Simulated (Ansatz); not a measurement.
# CsBiSe3 (model cell, started as cubic perovskite with Bi in the octahedra): phonons and vibrational spectra, part 3 of 3

Task: relax CsBiSe3 (model cell, started as cubic perovskite with Bi in the octahedra), then find its harmonic phonons.

Ansatz 0.2.0; DFT PBE, scalar-relativistic, plane waves, PAW; PAW set soft_1.

So far. Step 4 (Tight relaxation): The forces vanish by symmetry and the pressure is 0.000 GPa, within the tolerances set. The cell now holds 35.99 Å³/atom. Step 5 (Modes at Γ): Before it was imposed, the acoustic sum rule was missed by 4.0e-5 eV/Å². Small misses are needed for a sound result but don't prove that mesh and cutoff are converged. The lowest optical mode is imaginary, 48.0i cm⁻¹, so the energy falls along it. The relaxed cell has a = 5.646 Å (conventional setting).

The structure was built from a prototype and need not be the compound's stable phase.

### 6. Response at finite wavevector

Stability and thermal properties need the whole zone. Linear response on a 2×2×2 q mesh gives force constants as far as a supercell of that size would.

input.yaml reads:

```yaml
crystal:
  lattice:
    - [5.6457865512, 0.0, 0.0]
    - [0.0, 5.6457865512, 0.0]
    - [0.0, 0.0, 5.6457865512]
  atoms:
    - { symbol: Cs, position: [0.0, 0.0, 0.0] }
    - { symbol: Bi, position: [0.5, 0.5, 0.5] }
    - { symbol: Se, position: [0.5, 0.5, 0.0] }
    - { symbol: Se, position: [0.5, 0.0, 0.5] }
    - { symbol: Se, position: [0.0, 0.5, 0.5] }
kpoints:
  mp_grid: { grid: [6, 6, 6] }
hamiltonian:
  xc: pbe
  pseudopotentials: { kind: paw, azcp: { folder: soft_1 } }
scf:
  occupations: { method: methfessel_paxton, width: 0.2 }
output:
  eigenvalues: true
phonons:
  method: dfpt
  qmesh: [2, 2, 2]
  temperatures: { t_max: 1000, t_step: 50 }
  qpath:
    path:
      - [[0.0, 0.0, 0.0], [0.0, 0.5, 0.0], [0.5, 0.5, 0.0], [0.0, 0.0, 0.0], [0.5, 0.5, 0.5], [0.0, 0.5, 0.0]]
      - [[0.5, 0.5, 0.5], [0.5, 0.5, 0.0]]
    npoints: 10
```

Launch:

```bash
$ ansatz run input.yaml --threads 4 --pin off --max-ram 16384MiB --backend cpu --events-out ev --progress --plain --runs-dir out
```

Numbers of over 12 decimals in the logs are rounded to 6 here.

The program printed:

```text
[...]
Crystal: 5 atoms, lattice volume = 179.959 Å³
Basis set: ecut = 420 eV, 3575 PW (Γ), exchange–correlation on 80×80×80 points (8 copies of the dense FFT grid, shifted against one another)
Bands: 44, of which v1, the nominal top of the filled ones, is band 36 counted from 1 (35 counted from 0)
Symmetry: 48 space group operations
k-points: 20 of 216
[...]
SCF iter   1: F=—  HF=-34480.315058 eV  |F-HF|=—  |Δ(HF+E_count)|=         —  Δρ=2.70e-2  dr2=3.21e0  ethr=3.10e-3  ⟨swp⟩=8.2  Hψ=3745  notcnv=0
[...]
SCF iter  11: F=-34478.835361 eV  HF=-34478.835361 eV  |F-HF|=1.46e-11  |Δ(HF+E_count)|=    0.00e0  S|Δr|=    0.00e0  Δρ=2.16e-8  dr2=5.99e-13  ethr=1.00e-12  ⟨swp⟩=13.5  Hψ=4569  notcnv=0
SCF 1 converged in 11 iterations: F = -34478.835361 eV  dr2 = 5.99e-13
[...]
SCF iter   7: F=-34478.835361 eV  HF=-34478.835361 eV  |F-HF|=7.28e-12  |Δ(HF+E_count)|=    0.00e0  S|Δr|=    0.00e0  Δρ=1.36e-8  dr2=8.15e-13  ethr=1.00e-12  ⟨swp⟩=3.9  Hψ=2053  notcnv=0
SCF 2 converged in 7 iterations: F = -34478.835361 eV  dr2 = 8.15e-13
phonons: the bands overlap, so this run is a metal and interpolates without the dipole-dipole term. If the crystal is really an insulator or semiconductor, its LO-TO splitting is missing
NSCF: frozen V_eff on 20 k-points
[...]
DFPT response loops at q = (0, 0, 0) (fractional): preconditioner auto → Kerker (q_TF=auto, 2.342 Å⁻¹) (partly filled bands, converged f_vac=0.068); β = 1.00, the filter's whole step (`scf.mixing.beta` (0.50) is not read by the response loops under this deck's `scf.mixing.preconditioner`; to damp them name `kerker` or `kerker_dos`, under which they read `scf.mixing.beta`, and type it under 1.00, their step now; both keys bind the ground state too); Broyden in place of MSR1
[...]
SCF converged after 11 iterations
[...]
Free energy (F): -34478.835361 eV
[...]
Internal energy: -34478.842832 eV  (E = F + TS)
E sigma→0 (E₀):  -34478.837229 eV
Entropy (-TS):   0.007471 eV (1.494 meV/atom)
Fermi energy:    5.032437 eV
[...]
--- Band table (eV; the first three rows and the last of 20) ---
  k-point 0: bands = [... 32 lower, 4.6057, 4.6057, 4.8014, 4.8014, 4.8014, 9.2108, 9.8159, 9.8159, ... 4 higher]
  k-point 1: bands = [... 32 lower, 4.5338, 4.5338, 4.6855, 4.7381, 4.7381, 9.5940, 10.0325, 10.1287, ... 4 higher]
  k-point 2: bands = [... 32 lower, 4.3811, 4.3811, 4.6088, 4.6332, 4.6332, 8.5966, 10.4868, 10.6302, ... 4 higher]
  k-point 19: bands = [... 32 lower, 4.3220, 5.4516, 5.4516, 5.4516, 6.0528, 6.0528, 6.0528, 6.2749, ... 4 higher]
--- Phonons (Γ-DFPT): 4 representative perturbations + reference (Σ response iterations 13) ---
  ASR residual: 4.270e-5 → 0.000e0 eV/Å²; symmetrization residual: 2.800e-5 eV/Å²
  ASR residual per site (eV/Å²): 2.14e-5 3.27e-5 4.27e-5 4.27e-5 4.27e-5
[...]
--- Phonons (arbitrary-q DFPT): 4 irreducible q on the 2×2×2 mesh ---
  q = [0.0000, 0.0000, 0.0000] (star 1, of the zone-centre solve; hermiticity 4.90e-5, symmetrization 5.36e-11): -47.96 -47.96 -47.96 -5.51 -5.51 -5.51 -0.00 0.00 0.00 49.79 49.79 49.79 70.11 70.11 70.11
  q = [0.0000, 0.0000, -0.5000] (star 3, 9 solved perturbations in 504 linear systems a pass and spin channel, the states on 64 of 216 k-point pairs; hermiticity 1.38e-5, symmetrization 1.53e-11): -55.88 -53.10 -42.42 -42.42 -38.09 -38.09 25.26 25.26 42.53 43.98 43.98 74.79 74.79 88.22 141.64
[...]
sum rule: each row above includes the acoustic sum rule's correction from the zone centre's row sums; it moved no ω² by more than (0.38 cm⁻¹)²
  mesh force constants: q→R imaginary residual 3.31e-18; ASR residual 4.270e-5 → 0.000e0 eV/Å²; symmetrization residual 2.665e-15 eV/Å²
  interpolated dispersion: 62 rows × 15 modes
  density of states and harmonic sums: on the 12×12×12 q-mesh, interpolated from the force constants of a 2×2×2 supercell (no non-analytic term)
  largest difference from the sums on the solved wave vectors: F 1.37e-1 eV, S 1.53e-4 and C_V 2.39e-5 eV/K
  zero-point energy: 0.039280 eV/cell   skipped modes (ω ≤ 0): 480, of them read as no rigid motion or as one in doubt: 477 (5.813e0 modes/cell left out, lowest -58.64 cm⁻¹)   left out of the sums: 3.88e-1 of the cell's modes: C_V's classical limit lies that fraction below 3 k_B per atom; for a crystal, a wire or a layer, F and S can be off by more, and a phonons.interpolated_qmesh denser along its periods is the remedy for the sampling
```

Elapsed: 6.1 min, on 4 threads of Arm Neoverse V1, shared host; peak memory 1.7 GiB.

Numbers from this step:

| Item | Value |
| --- | --- |
| sum-rule residual before enforcement | 4.27e-5 eV/Å² |
| lowest frequency on the path | -58.64 cm⁻¹ |
| highest frequency on the path or at a solved wavevector | 145.9 cm⁻¹ |
| lowest mode on the q mesh (acoustic modes at Γ apart) | -58.64 cm⁻¹ |

Frequencies (cm⁻¹) solved at each irreducible wavevector; negative means imaginary. Frequencies by wavevector, by row:

| q in reciprocal lattice units | star | mode 1 | mode 2 | mode 3 | mode 4 | mode 13 | mode 14 | mode 15 |
| --- | --- | --- | --- | --- | --- | --- | --- | --- |
| 0 0 0 | 1 | -48 | -48 | -48 | -5.5 | 70.1 | 70.1 | 70.1 |
| 0 0 -0.5 | 3 | -55.9 | -53.1 | -42.4 | -42.4 | 74.8 | 88.2 | 141.6 |
| 0 -0.5 -0.5 | 3 | -58.6 | -58.6 | -38.9 | -38.9 | 87 | 132.7 | 145.7 |
| -0.5 -0.5 -0.5 | 1 | -48.8 | -48.8 | -48.8 | 21 | 135.1 | 135.1 | 145.9 |

Interpolated from a 2×2×2 q mesh. The phonon branches at the labelled points (cm⁻¹):

| point | branch 1 | branch 2 | branch 3 | branch 4 | branch 12 | branch 13 | branch 14 | branch 15 |
| --- | --- | --- | --- | --- | --- | --- | --- | --- |
| Γ | -48 | -48 | -48 | -6 | 50 | 70 | 70 | 70 |
| halfway | -50 | -46 | -46 | -38 | 66 | 72 | 72 | 111 |
| X | -56 | -53 | -42 | -42 | 75 | 75 | 88 | 142 |
| halfway | -57 | -47 | -46 | -41 | 72 | 88 | 110 | 141 |
| M | -59 | -59 | -39 | -39 | 87 | 87 | 133 | 146 |
| halfway | -49 | -48 | -45 | -41 | 66 | 72 | 107 | 115 |
| Γ | -48 | -48 | -48 | -6 | 50 | 70 | 70 | 70 |
| halfway | -48 | -48 | -48 | -34 | 64 | 107 | 107 | 117 |
| R | -49 | -49 | -49 | 21 | 86 | 135 | 135 | 146 |
| halfway | -50 | -50 | -50 | -33 | 87 | 108 | 111 | 141 |
| X | -56 | -53 | -42 | -42 | 75 | 75 | 88 | 142 |
| jump to R | -49 | -49 | -49 | 21 | 86 | 135 | 135 | 146 |
| halfway | -53 | -53 | -43 | -25 | 86 | 109 | 134 | 144 |
| M | -59 | -59 | -39 | -39 | 87 | 87 | 133 | 146 |

The phonon density of states has structure finer than the step of the table below, so its rows give means over 10 cm⁻¹, whole bins alone (the curve runs from -59 to 147 cm⁻¹). Peaks (cm⁻¹: height): -47.0: 0.310, 45.0: 0.545, 77.0: 0.156.

Tetrahedra on a 12×12×12 mesh, mean over bins of 2 cm-1. Interpolated from a 2×2×2 q mesh. Table of phonon density of states by wavenumber; means over each step:

| wavenumber (cm⁻¹) | phonon density of states (1/cm⁻¹/cell) |
| --- | --- |
| -50 | 0.230 |
| -40 | 0.145 |
| -30 | 0.129 |
| -20 | 0.0406 |
| -10 | 0.0117 |
| 0 | 0.00759 |
| 10 | 0.0148 |
| 20 | 0.0396 |
| 30 | 0.0386 |
| 40 | 0.212 |
| 50 | 0.126 |
| 60 | 0.0372 |
| 70 | 0.0623 |
| 80 | 0.120 |
| 90 | 0.0696 |
| 100 | 0.0274 |
| 110 | 0.0319 |
| 120 | 0.0342 |
| 130 | 0.0447 |
| 140 | 0.0530 |

The partial phonon density of states has structure finer than the step of the table below, so its rows give means over 5 cm⁻¹, whole bins alone (the curve runs from -68.2 to 159 cm⁻¹). Peaks (cm⁻¹: height): Bi -46.7: 0.0314, 27.6: 0.0468, 52.0: 0.0466, 67.7: 0.0820, 80.6: 0.0941, 86.3: 0.0946; Cs 43.4: 0.386; Se -48.2: 0.233, 79.1: 0.0945, 96.3: 0.0856, 114.9: 0.0749, 132.1: 0.0658, 140.7: 0.0751.

Phonopy on the run's constants, 11x11x11 mesh, Gaussian sigma 2.0 cm-1. Interpolated from a 2×2×2 q mesh. Table of partial phonon density of states by wavenumber; means over each step; values in 1/cm⁻¹/cell:

| wavenumber (cm⁻¹) | Bi | Cs | Se |
| --- | --- | --- | --- |
| -65 | 1.1e-5 | 4.2e-6 | 1.6e-4 |
| -60 | 0.00131 | 4.4e-4 | 0.0175 |
| -55 | 0.00807 | 0.00259 | 0.107 |
| -50 | 0.0205 | 0.00657 | 0.209 |
| -45 | 0.0256 | 0.00685 | 0.176 |
| -40 | 0.0131 | 0.00299 | 0.130 |
| -35 | 0.0109 | 0.00184 | 0.142 |
| -30 | 0.00433 | 0.00118 | 0.118 |
| -25 | 0.00188 | 8.4e-4 | 0.0776 |
| -20 | 7.5e-4 | 3.1e-4 | 0.0358 |
| -15 | 2.8e-4 | 1.0e-4 | 0.0159 |
| -10 | 2.2e-4 | 2.0e-4 | 0.0183 |
| -5 | 1.4e-4 | 8.7e-5 | 0.0114 |
| 0 | 3.0e-4 | 1.5e-4 | 0.00487 |
| 5 | 0.00199 | 6.3e-4 | 0.00735 |
| 10 | 0.00706 | 0.00120 | 0.00459 |
| 15 | 0.0103 | 0.00136 | 0.0161 |
| 20 | 0.0103 | 0.00220 | 0.0160 |
| 25 | 0.0328 | 0.00734 | 0.0136 |
| 30 | 0.0319 | 0.00489 | 0.0121 |
| 35 | 0.00587 | 0.00856 | 0.00256 |
| 40 | 0.0152 | 0.170 | 0.00598 |
| 45 | 0.0212 | 0.303 | 0.0176 |
| 50 | 0.0390 | 0.0599 | 0.0167 |
| 55 | 0.0245 | 0.0108 | 0.0105 |
| 60 | 0.00359 | 9.0e-4 | 0.00109 |
| 65 | 0.0448 | 8.5e-4 | 0.00756 |
| 70 | 0.0481 | 0.00120 | 0.0349 |
| 75 | 0.0213 | 1.6e-4 | 0.0478 |
| 80 | 0.0814 | 5.8e-4 | 0.0737 |
| 85 | 0.0778 | 4.2e-4 | 0.0152 |
| 90 | 0.0301 | 1.5e-4 | 0.0131 |
| 95 | 0.00298 | 3.6e-6 | 0.0685 |
| 100 | 0.00106 | 0 | 0.0255 |
| 105 | 3.7e-5 | 0 | 0.00123 |
| 110 | 3.6e-4 | 0 | 0.0264 |
| 115 | 8.7e-4 | 0 | 0.0626 |
| 120 | 2.5e-4 | 0 | 0.0189 |
| 125 | 1.2e-4 | 0 | 0.0312 |
| 130 | 1.8e-4 | 0 | 0.0549 |
| 135 | 1.1e-4 | 0 | 0.0434 |
| 140 | 3.8e-5 | 5.8e-6 | 0.0606 |
| 145 | 1.1e-5 | 0 | 0.0260 |
| 150 | 0 | 0 | 0.00101 |
| 155 | 0 | 0 | 1.0e-6 |

Symmetry leaves 4 wavevectors to solve. The lowest mode among them, the acoustic zeros apart, lies at q = (0, -0.5, -0.5) and is imaginary, 58.6i cm⁻¹, so the energy falls along it.

### 7. Outcome

* space group after relaxation (within 0.01 Å): Pm-3m
* volume per atom: 36.0 Å³
* electronic character: no gap on this mesh
* highest optical mode at the zone centre (no LO-TO term): 70.1 cm⁻¹
* lowest optical zone-centre mode: -48.0 cm⁻¹
* lowest mode on the q mesh (acoustic modes at Γ apart): -58.6 cm⁻¹
* highest frequency on the path or at a solved wavevector: 146 cm⁻¹
* imaginary modes on the 2×2×2 q mesh: yes

What this shows: Modes are clearly imaginary (beyond 10i cm⁻¹) at 4 of the 4 irreducible wavevectors, most at q = (0, -0.5, -0.5) (58.6i cm⁻¹), so this structure is not a minimum of the energy. The optical modes at Γ span -48 to 70 cm⁻¹ (negative means imaginary). The highest mode in this list at Γ, 70.1 cm⁻¹, is mostly motion of Se (82 % of the kinetic energy). With no gap, or one that is small against the smearing, the frequencies hang on the k mesh and the smearing, most of all near Kohn anomalies. Spin-orbit coupling is left out, which can matter for the heavy elements here. The starting cell was built on a prototype and not taken from a measurement, so the phase need not exist. These are harmonic frequencies at zero temperature: anharmonic shifts, linewidths and thermal expansion are left out.

[Logs are printed without paths, hosts, clocks, repeated set-up lines and the standing remarks that a program may print on its own settings, such as how far it seeks lower states.]

[Hosts, paths, dates, database ids (printed as entryN), source tags and the programs' standing remarks are cut or masked in the printed files.]
